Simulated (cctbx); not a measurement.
# Finding the light atoms

Cell a = 6.9250 Å, b = 6.9250 Å, c = 11.4530 Å, α = 90.00°, β = 90.00°, γ = 90.00°; space group I4/mcm (no. 140); content Pb8 Sr4 Ga4 F4 O16. The heavier atoms are placed; O is still missing.

Simulated single-crystal data (cctbx): synchrotron X-rays, λ = 0.6889 Å, to d = 0.8 Å, 80 % of the full sphere, strongest reflection 20000 counts, noise from counting, a 6 % proportional error and a noise floor of 8 counts (s.d.); no absorption.

Refinement without O (map in e/Å³):

```text
Rint 0.049, 174 unique reflections to 0.80 A
cycle     R1     wR2    GooF  max shift (A)
   1  0.1489  0.3412  12.789   0.00432
   2  0.0733  0.1666   6.245   0.00000
final R1 0.0733 wR2 0.1666 GooF 6.245  parameters 5  data/parameter 34.8
atom        x        y        z      Ueq    occ   su(xyz)  su(Uiso or U11)
Pb1    0.66426  0.16426  0.00000   0.0016  1.000  0.00014  0.0008
Sr1    0.50000  0.50000  0.25000   0.0008  1.000  0.00000  0.0011
Ga1    0.50000  0.00000  0.25000   0.0019  1.000  0.00000  0.0013
F1     0.00000  0.00000  0.00000   0.0011  1.000  0.00000  0.0056
difference map: max 19.04 min -2.14 rms 1.45
Q1    0.1532  0.3468  0.3547   16   20.83  1.92 A from Ga1
Q2    0.1523  0.3477  0.0000    8    8.15  0.12 A from Pb1
Q3    0.0000  0.5000  0.1310    8    1.75  1.36 A from Ga1
Q4    0.0516  0.4484  0.2936   16    1.27  0.71 A from Ga1
Q5    0.0000  0.0000  0.1206    8    1.12  1.38 A from F1
Q6    0.1599  0.3401  0.4694   16    1.06  1.76 A from Pb1
Q7    0.0543  0.4457  0.0564   16    1.05  1.26 A from Pb1
Q8    0.0632  0.4368  0.4185   16    1.00  1.96 A from Pb1
```

Simulated single-crystal data (cctbx): neutrons of λ = 0.84 Å, to d = 0.8 Å, 80 % of the full sphere, strongest reflection 5000 counts, noise from counting, a 6 % proportional error and a noise floor of 8 counts (s.d.); no absorption.

Refinement without O (map in fm/Å³; only maxima are listed):

```text
Rint 0.060, 174 unique reflections to 0.80 A
cycle     R1     wR2    GooF  max shift (A)
   1  0.6110  0.8717  24.558   0.09440
   3  0.5455  0.8239  23.212   0.00000
final R1 0.5455 wR2 0.8239 GooF 23.212  parameters 5  data/parameter 34.8
atom        x        y        z      Ueq    occ   su(xyz)  su(Uiso or U11)
Pb1    0.67666  0.17666  0.00000   0.0001  1.000  0.00267  0.0074
Sr1    0.50000  0.50000  0.25000   0.0001  1.000  0.00000  0.0107
Ga1    0.50000  0.00000  0.25000   0.0001  1.000  0.00000  0.0108
F1     0.00000  0.00000  0.00000   0.0001  1.000  0.00000  0.0124
difference map: max 60.49 min -12.96 rms 5.20
Q1    0.1613  0.3387  0.0000    8   61.53  0.15 A from Pb1
Q2    0.1588  0.3412  0.3550   16   59.06  1.97 A from Ga1
Q3    0.0000  0.5000  0.2500    4   39.74  0.00 A from Ga1
Q4    0.0000  0.0000  0.2500    4   38.37  0.00 A from Sr1
Q5    0.0000  0.0000  0.0000    4   35.44  0.00 A from F1
Q6    0.0369  0.1471  0.0000   16   18.25  1.05 A from F1
Q7    0.0000  0.0000  0.1452    8   10.98  1.20 A from Sr1
Q8    0.0800  0.2774  0.5000   16    8.78  1.81 A from Pb1
```

**Question.** Where is O, and which data fix it better?

O sits at (0.1517, 0.6517, 0.1447). Adding it takes R1 from 0.073 to 0.012 with X-rays and from 0.545 to 0.018 with neutrons. Its largest coordinate s.u. is 0.00036 with X-rays and 0.00007 with neutrons, so neutrons fix it better in these data. In the X-ray map Q1 marks it. In the neutron map Q2 marks it.

Final neutron refinement:

```text
Rint 0.060, 174 unique reflections to 0.80 A
cycle     R1     wR2    GooF  max shift (A)
   1  0.1441  0.3082   8.762   0.03173
   2  0.0182  0.0376   1.069   0.00000
final R1 0.0182 wR2 0.0376 GooF 1.069  parameters 8  data/parameter 21.8
atom        x        y        z      Ueq    occ   su(xyz)  su(Uiso or U11)
Pb1    0.66409  0.16409  0.00000   0.0030  1.000  0.00006  0.0002
Sr1    0.50000  0.50000  0.25000   0.0036  1.000  0.00000  0.0003
Ga1    0.50000  0.00000  0.25000   0.0043  1.000  0.00000  0.0003
F1     0.00000  0.00000  0.00000   0.0067  1.000  0.00000  0.0003
O1     0.15168  0.65168  0.14474   0.0064  1.000  0.00007  0.0002
difference map: max 0.56 min -0.58 rms 0.12
Q1    0.2008  0.2992  0.0000    8    0.59  0.36 A from Pb1
Q2    0.1390  0.3610  0.1408   16    0.52  1.63 A from Pb1
Q3    0.1893  0.3107  0.5000    8    0.46  1.44 A from Pb1
Q4    0.0828  0.4172  0.5000    8    0.41  1.79 A from O1
Q5    0.0762  0.0957  0.1912   32    0.39  1.08 A from Sr1
Q6    0.2059  0.2941  0.2241   16    0.37  1.59 A from O1
```

The model was made for the exercise: a known structure type with other elements put in, its volume estimated, not relaxed; displacement parameters are assumed.

[Middle refinement cycles are left out of these outputs.]

[Logs are printed without paths, hosts, clocks, repeated set-up lines and the standing remarks that a program may print on its own settings, such as how far it seeks lower states.]
